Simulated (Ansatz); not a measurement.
## ZnAu (Pm-3m): relaxing the cell for a phonon run

Aim: bring ZnAu (Pm-3m) to small forces and stress, as phonons need.

Program: Ansatz 0.2.0. Level of theory: DFT PBEsol, scalar-relativistic, plane waves, PAW; PAW set soft_1. Results are calculated unless marked as measured.

## Step 1: The starting structure

It takes space group Pm-3m (No. 221, cubic). The conventional cell has a = 3.147 Å, b = 3.147 Å, c = 3.147 Å, α = 90.00°, β = 90.00°, γ = 90.00°. Nearest to Zn lie 8 Au at 2.73 Å. Nearest to Au lie 8 Zn at 2.73 Å. Farther neighbours are not listed.

## Step 2: Probe on a coarse mesh

A quick single point on a coarse mesh tells whether the cell has a gap and how far it is from rest, which sets the k mesh and smearing that follow.

File input.yaml:

```yaml
crystal:
  lattice:
    - [3.147, 0.0, 0.0]
    - [0.0, 3.147, 0.0]
    - [0.0, 0.0, 3.147]
  atoms:
    - { symbol: Zn, position: [0.5, 0.5, 0.5] }
    - { symbol: Au, position: [0.0, 0.0, 0.0] }
kpoints:
  mp_grid: { grid: [6, 6, 6] }
hamiltonian:
  xc: pbesol
  pseudopotentials: { kind: paw, azcp: { folder: soft_1 }, xc_functional: pbe }
scf:
  occupations: { method: gaussian, width: 0.1 }
output:
  forces: true
  stress: true
  eigenvalues: true
```

Run with:

```
ansatz run input.yaml --threads 4 --pin off --max-ram 10240MiB --backend cpu --events-out ev --progress --plain --runs-dir out
```

Numbers of over 12 decimals in the logs are rounded to 6 here.

What it wrote:

```text
Engine: ansatz 0.2.0, aarch64-unknown-linux-gnu
Pseudopotentials: kind: paw
Pseudopotential: Zn, paw, valence charge 12, recommended cutoff 420 eV (normal), soft_1/Zn.paw.azcp
Pseudopotential: Au, paw, valence charge 19, recommended cutoff 420 eV (normal), soft_1/Au.paw.azcp
Functional definition: PBEsol
  exchange = pbesol_x
  correlation = pbesol_c
Crystal: 2 atoms, lattice volume = 31.167 Å³
[...]
--- Band table (eV; the first three rows and the last of 20) ---
  k-point 0: bands = [... 12 lower, 13.0902, 13.0902, 13.0902, 21.7524, 21.7524, 21.7524, 25.6131, 28.8830]
  k-point 1: bands = [... 12 lower, 12.7501, 12.7501, 13.0499, 19.0520, 22.6476, 22.6476, 26.7975, 28.4132]
  k-point 2: bands = [... 12 lower, 12.1588, 12.1588, 12.9662, 15.7874, 24.9040, 24.9040, 27.3958, 27.5660]
  k-point 19: bands = [... 12 lower, 13.7239, 13.7239, 18.1834, 20.3281, 20.5339, 20.5339, 20.5339, 22.6929]
[key lines of the parts left out:]
SCF converged after 8 iterations
Free energy (F): -16290.151666 eV
Fermi energy:    16.915021 eV
P = ⅓ Tr σ = -2.3112 GPa (-23.112 kbar)
```

The job ended after 0.45 s (4 threads of Arm Neoverse V2, shared host; peak memory 0.28 GiB; 1.2 s of CPU time).

Numbers from this step:

| Item | Value |
| --- | --- |
| pressure | -2.311 GPa |
| volume per atom | 15.58 Å³ |
| gap on the k-mesh | 0 eV |

The coarse mesh shows no gap and a pressure of -2.3 GPa.

## Step 3: Bringing the structure to rest

The cell and atoms are relaxed, since residual forces and stress would shift the frequencies.

input.yaml, the sections that differ from step 2:

```yaml
kpoints:
  mp_grid: { grid: [14, 14, 14] }
output:
  forces: true
  stress: true
  eigenvalues: true
  write_density: true
  write_potential: true
  elf: true
  volumetric_format: npy
relax:
  adjacent_minimum: "off"
  f_tol: 0.005
  max_steps: 80
  cell: { stress_tol: 0.05 }
# crystal, hamiltonian, scf: as in step 2
```

What it wrote:

```text
[...]
Crystal: 2 atoms, lattice volume = 31.167 Å³
Basis set: ecut = 420 eV, 619 PW (Γ), exchange–correlation on 48×48×48 points (8 copies of the dense FFT grid, shifted against one another)
Bands: 20, of which v1, the nominal top of the filled ones, is band 16 counted from 1 (15 counted from 0)
Symmetry: 48 space group operations
[...]
k-points: 120 of 2744
[...]
SCF iter   1: F=—  HF=-16293.026545 eV  |F-HF|=—  |Δ(HF+E_count)|=         —  Δρ=1.69e-1  dr2=1.15e1  ethr=3.10e-3  ⟨swp⟩=5.0  Hψ=11262  notcnv=0
[...]
SCF iter   8: F=-16290.191217 eV  HF=-16290.191217 eV  |F-HF|=7.87e-9  |Δ(HF+E_count)|=   2.32e-7  Δρ=6.53e-6  dr2=1.01e-8  ethr=3.23e-10  ⟨swp⟩=11.3  Hψ=17930  notcnv=0
SCF 1 converged in 8 iterations: F = -16290.191217 eV  dr2 = 1.01e-8
[...]
relax step   1: F+E_penalty+E_count = -16290.19121692 eV  Δ(F+E_penalty+E_count) = +0.000e0 eV  max|allowed force component| = 2.143e-29 eV/Å  Δτ_max = 0.0000 Å  P = -2.460 GPa  Ω = 31.167 Å³  (8 SCF iters, dr2 threshold 1.00e-7 eV, accepted)
Crystal: 2 atoms, lattice volume = 30.290 Å³
[...]
iter 1 solved again at ethr=2.09e-5 eV; its pass at ethr=3.10e-3 eV (dr2=6.48e-3 eV) is discarded
[...]
SCF iter   6: F=-16290.194711 eV  HF=-16290.194711 eV  |F-HF|=6.73e-9  |Δ(HF+E_count)|=   2.00e-7  Δρ=6.23e-6  dr2=9.39e-9  ethr=6.45e-10  ⟨swp⟩=8.8  Hψ=15813  notcnv=0
SCF 2 converged in 6 iterations: F = -16290.194711 eV  dr2 = 9.39e-9
relax step   2: F+E_penalty+E_count = -16290.19471056 eV  Δ(F+E_penalty+E_count) = -3.494e-3 eV  max|allowed force component| = 7.659e-30 eV/Å  Δτ_max = 0.0000 Å  P = +1.510 GPa  Ω = 30.290 Å³  energy of the carried Pulay correction = +5.535e-4 eV  (6 SCF iters, dr2 threshold 2.00e-7 eV, accepted)
Crystal: 2 atoms, lattice volume = 30.617 Å³
[...]
SCF iter   5: F=-16290.195963 eV  HF=-16290.195963 eV  |F-HF|=2.56e-8  |Δ(HF+E_count)|=   4.21e-7  Δρ=2.19e-5  dr2=5.42e-8  ethr=6.45e-10  ⟨swp⟩=7.2  Hψ=16120  notcnv=0
SCF 3 converged in 5 iterations: F = -16290.195963 eV  dr2 = 5.42e-8
relax step   3: F+E_penalty+E_count = -16290.19596302 eV  Δ(F+E_penalty+E_count) = -1.252e-3 eV  max|allowed force component| = 3.287e-30 eV/Å  Δτ_max = 0.0000 Å  P = -0.061 GPa  Ω = 30.617 Å³  energy of the carried Pulay correction = +3.436e-4 eV  (5 SCF iters, dr2 threshold 2.00e-7 eV, accepted)
[...]
relax step   4: F+E_penalty+E_count = -16290.19597372 eV  Δ(F+E_penalty+E_count) = -1.070e-5 eV  max|allowed force component| = 5.916e-30 eV/Å  Δτ_max = 0.0000 Å  P = -0.001 GPa  Ω = 30.604 Å³  energy of the carried Pulay correction = +3.518e-4 eV  (4 SCF iters, dr2 threshold 9.37e-9 eV, accepted)
[...]
SCF iter   1: F=—  HF=-16290.195615 eV  |F-HF|=—  |Δ(HF+E_count)|=         —  Δρ=6.24e-5  dr2=3.89e-7  ethr=1.06e-6  ⟨swp⟩=2.7  Hψ=17142  notcnv=0
eigensolver tolerance schedule: the retry pair's looser diagonalisation over-reported the residual by 841.82 of it (diagonalisation noise at 0.40 of the residual, at the tolerance the schedule requests for it); recorded, not acted on — ethr = c·dr2/N_el stays at c = 1.0e-1
SCF iter   2: F=—  HF=-16290.195613 eV  |F-HF|=—  |Δ(HF+E_count)|=   1.91e-6  Δρ=6.78e-5  dr2=5.91e-7  ethr=1.25e-9  ⟨swp⟩=2.0  Hψ=4047  notcnv=0
[...]
SCF iter   6: F=-16290.195613 eV  HF=-16290.195613 eV  |F-HF|=5.46e-12  |Δ(HF+E_count)|=  4.00e-11  Δρ=2.34e-7  dr2=1.04e-11  ethr=1.00e-12  ⟨swp⟩=5.0  Hψ=11751  notcnv=0
SCF 5 converged in 6 iterations: F = -16290.195613 eV  dr2 = 1.04e-11
relax step   5: F+E_penalty+E_count = -16290.19561273 eV  Δ(F+E_penalty+E_count) = +3.610e-4 eV  max|allowed force component| = 9.138e-30 eV/Å  Δτ_max = 0.0000 Å  P = +0.001 GPa  Ω = 30.604 Å³  stress off target by 1.14e-3 GPa  SCF on the basis re-selected at this cell (its energy is not comparable with the rows above)  (6 SCF iters)
basis re-selected at this cell: Δ(F+E_penalty+E_count) = +3.610e-4 eV, ΔP = +0.002 GPa vs the last step (what re-selecting the basis moved, of the pressure what is left beyond the Pulay correction that the steps carried, after the strain that the cell walked since its last selection, with what the two solves' SCF thresholds leave and, on support functions, any second-order correction that the steps lacked; it is no m [...]
SCF converged after 6 iterations
Free energy (F): -16290.195613 eV
[...]
Internal energy: -16290.191741 eV  (E = F + TS)
E sigma→0 (E₀):  -16290.193677 eV
Entropy (-TS):   -0.003872 eV (-1.936 meV/atom)
Fermi energy:    17.207902 eV
[...]
--- Stress (GPa, compression-positive) ---
        0.001136      -0.000000      -0.000000
       -0.000000       0.001136       0.000000
       -0.000000       0.000000       0.001136
  P = ⅓ Tr σ = 0.0011 GPa (0.011 kbar)
--- Band table (eV; the first three rows and the last of 120) ---
  k-point 0: bands = [... 12 lower, 13.4785, 13.4785, 13.4785, 22.1846, 22.1846, 22.1846, 26.2519, 29.4198]
  k-point 1: bands = [... 12 lower, 13.4049, 13.4049, 13.4701, 21.4594, 22.3615, 22.3615, 26.7112, 29.3164]
  k-point 2: bands = [... 12 lower, 13.2078, 13.2078, 13.4462, 20.0060, 22.8683, 22.8683, 27.2866, 29.0357]
  k-point 119: bands = [... 12 lower, 14.1275, 14.1275, 18.6388, 20.8564, 20.9641, 20.9641, 20.9641, 23.1961]
--- Relaxed structure (4 steps of the walk, 4 accepted, 1 SCFs on fresh bases) ---
  F+E_penalty+E_count = -16290.19561273 eV   max|allowed force component| = 9.138e-30 eV/Å   (the final SCF, on the basis selected at the relaxed cell)
  cell:  # Å, volume = 30.6045 Å³
    - [3.127963, 0, 0]
    - [0, 3.127963, 0]
    - [0, 0, 3.127963]
  atoms:
    - { symbol: Zn, position: [0.5, 0.5, 0.5] }
    - { symbol: Au, position: [0, 0, 0] }
```

Elapsed: 5.5 s, on 4 threads; peak memory 0.39 GiB; 20 s of CPU time.

The steps of the relaxation:

```tsv
step	energy less that of the first step (eV)	largest force component (eV/Å)	pressure (GPa)	volume (Å³)
1	0.0000	0.0000	-2.46	31.17
2	-0.0035	0.0000	1.51	30.29
3	-0.0047	0.0000	-0.06	30.62
4	-0.0048	0.0000	0.00	30.60
5*	-0.0044	0.0000	0.00	30.60
```

Relaxation steps marked * repeat the geometry before them on a plane-wave basis chosen anew for their cell, so energy and pressure can jump there.

Forces are held to the 48 operations that the run works with; a distortion that breaks them can't arise in this run.

```tsv
conventional cell, symmetrised	before	after	change
a (Å)	3.147	3.128	-0.6 %
b (Å)	3.147	3.128	-0.6 %
c (Å)	3.147	3.128	-0.6 %
volume (Å³/atom)	15.58	15.30	-1.8 %
```

Final coordinates:

```cif
data_structure
_symmetry_space_group_name_H-M 'P 1'
_symmetry_Int_Tables_number 1
_cell_length_a 3.1280
_cell_length_b 3.1280
_cell_length_c 3.1280
_cell_angle_alpha 90.000
_cell_angle_beta 90.000
_cell_angle_gamma 90.000
_cell_volume 30.60
loop_
_atom_site_label
_atom_site_type_symbol
_atom_site_fract_x
_atom_site_fract_y
_atom_site_fract_z
_atom_site_occupancy
Zn1 Zn 0.50000 0.50000 0.50000 1
Au2 Au 0.00000 0.00000 0.00000 1
```

This step gave:

- pressure: 0.001136 GPa
- volume per atom: 15.30 Å³

Electrostatic potential energy in the ac plane at fractional y = 0.000, with atoms of Au within 0.2 Å of it. With pseudopotentials it is smooth inside the atoms' cores, unlike the true potential.

Ten even steps from '0' (-33 eV) to '9' (19 eV):
```
0001379999973100
0002579999975200
0124689999986421
3356899999998653
6778999999999877
9999999999999999
9999999999999999
9999999999999999
9999999999999999
9999999999999999
6778999999999877
3356899999998653
0124689999986421
0002579999975200
0001379999973100
0000369999963000
```
Columns run along a (3.1 Å; values clipped at the 3rd and 97th percentile), rows up along c (3.1 Å). Atoms in or near the plane, at fractional coordinates: Au at (0.00, 0.00).

ELF in the ac plane at fractional y = 0.000, with atoms of Au within 0.2 Å of it. It is the smooth field of the valence electrons, not physical close to the nuclei.

Ten even steps from '0' (0.19) to '9' (0.87):
```
8754321000123457
6544310000013445
4443210000012344
4332110000011233
2211100000001112
1100000000000001
0000000000000000
0000000000000000
0000000000000000
1100000000000001
2211100000001112
4332110000011233
4443210000012344
6544310000013445
8754321000123457
9864421000124468
```
Columns run along a (3.1 Å), rows up along c (3.1 Å). Atoms in or near the plane, at fractional coordinates: Au at (0.00, 0.00).

Valence density in the ac plane at fractional y = 0.000, with atoms of Au within 0.2 Å of it. It is the smooth field of the valence electrons, not physical close to the nuclei.

Ten even steps from '_' (0 e/Å³) to '@' (16 e/Å³):
```
%%##++--..______________..--++##
**++--::__________________::--++
----::..__________________..::--
....__________________________..
________________________________
________________________________
________________________________
________________________________
________________________________
________________________________
________________________________
....__________________________..
----::..__________________..::--
**++--::__________________::--++
%%##++--..______________..--++##
@@%%**--..______________..--**%%
```
Columns run along a (3.1 Å), rows up along c (3.1 Å). Atoms in or near the plane, at fractional coordinates: Au at (0.00, 0.00).

In this step the volume went from 15.58 to 15.30 Å³/atom.

## Step 4: Tight relaxation

Phonons need a cell at rest on their own settings, so the relaxation is repeated with tight tolerances on forces and stress on the k mesh and occupations of the first response run.

input.yaml, the sections that differ from step 3:

```yaml
crystal:
  lattice:
    - [3.1279630394, 0.0, 0.0]
    - [0.0, 3.1279630394, 0.0]
    - [0.0, 0.0, 3.1279630394]
  atoms:
    - { symbol: Zn, position: [0.5, 0.5, 0.5] }
    - { symbol: Au, position: [0.0, 0.0, 0.0] }
kpoints:
  mp_grid: { grid: [16, 16, 16] }
scf:
  occupations: { method: methfessel_paxton, width: 0.2 }
relax:
  adjacent_minimum: "off"
  f_tol: 0.001
  max_steps: 60
  cell: { stress_tol: 0.01 }
# hamiltonian, output: as in step 3
```

What it wrote:

```text
[...]
Crystal: 2 atoms, lattice volume = 30.604 Å³
Basis set: ecut = 420 eV, 619 PW (Γ), exchange–correlation on 48×48×48 points (8 copies of the dense FFT grid, shifted against one another)
Bands: 20, of which v1, the nominal top of the filled ones, is band 16 counted from 1 (15 counted from 0)
[... 1 set-up line as in the run before ...]
[...]
k-points: 165 of 4096
[...]
k-point 164: bands = [... 12 lower, 14.1310, 14.1310, 18.6420, 20.8613, 20.9681, 20.9681, 20.9681, 23.2000]
--- Relaxed structure (3 steps of the walk, 3 accepted, 1 SCFs on fresh bases) ---
[...]
cell:  # Å, volume = 30.5999 Å³
    - [3.127807, 0, 0.0]
    - [0, 3.127807, 0.0]
    - [0.0, 0.0, 3.127807]
  atoms:
    - { symbol: Zn, position: [0.5, 0.5, 0.5] }
    - { symbol: Au, position: [0, 0, 0] }
[key lines of the parts left out:]
SCF converged after 7 iterations
Free energy (F): -16290.200060 eV
Fermi energy:    17.210388 eV
P = ⅓ Tr σ = 0.0000 GPa (0.000 kbar)
```

It took 5.8 s on 4 threads; peak memory 0.41 GiB; 21 s of CPU time.

Little changed from the start: no atom moved by 0.005 Å and no cell edge by 0.1 %.

Numbers from this step:

```yaml
pressure: 1.30e-5 GPa
```

Valence density in the ac plane at fractional y = 0.500, with atoms of Zn within 0.2 Å of it. It is the smooth field of the valence electrons, not physical close to the nuclei.

Values in e/Å³, 16 rows by 16 columns:
```
 0  0  0  0  0  0  0  0  0  0  0  0  0  0  0  0
 0  0  0  0  0  0  0  0  0  0  0  0  0  0  0  0
 0  0  0  0  0  0  0  0  0  0  0  0  0  0  0  0
 0  0  0  0  0  0  0  1  1  1  0  0  0  0  0  0
 0  0  0  0  0  1  1  2  2  2  1  1  0  0  0  0
 0  0  0  0  0  1  3  7  9  7  3  1  0  0  0  0
 0  0  0  0  1  2  7 20 31 20  7  2  1  0  0  0
 0  0  0  0  1  2  9 31 46 31  9  2  1  0  0  0
 0  0  0  0  1  2  7 20 31 20  7  2  1  0  0  0
 0  0  0  0  0  1  3  7  9  7  3  1  0  0  0  0
 0  0  0  0  0  1  1  2  2  2  1  1  0  0  0  0
 0  0  0  0  0  0  0  1  1  1  0  0  0  0  0  0
 0  0  0  0  0  0  0  0  0  0  0  0  0  0  0  0
 0  0  0  0  0  0  0  0  0  0  0  0  0  0  0  0
 0  0  0  0  0  0  0  0  0  0  0  0  0  0  0  0
 0  0  0  0  0  0  0  0  0  0  0  0  0  0  0  0
```
Columns run along a (3.1 Å), rows up along c (3.1 Å). Atoms in or near the plane, at fractional coordinates: Zn at (0.50, 0.50).

ELF in the ac plane at fractional y = 0.500, with atoms of Zn within 0.2 Å of it. It is the smooth field of the valence electrons, not physical close to the nuclei.

Ten even steps from '_' (0.00) to '@' (0.23):
```
%%%%%%@@@@@@@@%%%%%%@@@@@@@@%%%%
%%%%@@@@@@@@%%######%%@@@@@@@@%%
@@@@@@@@%%##**********##%%@@@@@@
@@@@@@%%####****++****####%%@@@@
@@@@@@####**==::::::==**####@@@@
@@@@%%****==..______..==****%%@@
%%%%##****::__________::****##%%
%%%%##**++::__________::++**##%%
%%%%##****::__________::****##%%
@@@@%%****==..______..==****%%@@
@@@@@@####**==::::::==**####@@@@
@@@@@@%%####****++****####%%@@@@
@@@@@@@@%%##**********##%%@@@@@@
%%%%@@@@@@@@%%######%%@@@@@@@@%%
%%%%%%@@@@@@@@%%%%%%@@@@@@@@%%%%
%%%%%%@@@@@@@@%%%%%%@@@@@@@@%%%%
```
Columns run along a (3.1 Å), rows up along c (3.1 Å). Atoms in or near the plane, at fractional coordinates: Zn at (0.50, 0.50).

Electrostatic potential energy in the ac plane at fractional y = 0.500, with atoms of Zn within 0.2 Å of it. With pseudopotentials it is smooth inside the atoms' cores, unlike the true potential.

Ten even steps from '0' (-58 eV) to '9' (19 eV):
```
9999999999999999
9999999999999999
9999999888999999
9999987666789999
9999875434578999
9999753111357999
9998641000146899
9998631000136899
9998641000146899
9999753111357999
9999875434578999
9999987666789999
9999999888999999
9999999999999999
9999999999999999
9999999999999999
```
Columns run along a (3.1 Å; values clipped at the 3rd and 97th percentile), rows up along c (3.1 Å). Atoms in or near the plane, at fractional coordinates: Zn at (0.50, 0.50).

The forces vanish by symmetry and the pressure is 0.000 GPa, within the tolerances set. The cell now holds 15.30 Å³/atom.

## Step 5: What came out

```
space group after relaxation (within 0.01 Å) : Pm-3m
lattice constant a                           : 3.128 Å
lattice constant b                           : 3.128 Å
lattice constant c                           : 3.128 Å
volume per atom                              : 15.3 Å³
```

What this shows: The forces vanish by symmetry and the pressure is 0.000 GPa, within the tolerances set. The cell now holds 15.30 Å³/atom. The relaxation keeps the symmetry of its start, so it says nothing on stability against lower symmetry. The runs are without spin polarisation, although the cell has an odd electron count. Spin-orbit coupling is left out, which can matter for the heavy elements here. The PAW files were made for PBE and serve the other functionals too.

[Logs are printed without paths, hosts, clocks, repeated set-up lines and the standing remarks that a program may print on its own settings, such as how far it seeks lower states.]

[Hosts, paths, dates, database ids (printed as entryN), source tags and the programs' standing remarks are cut or masked in the printed files.]
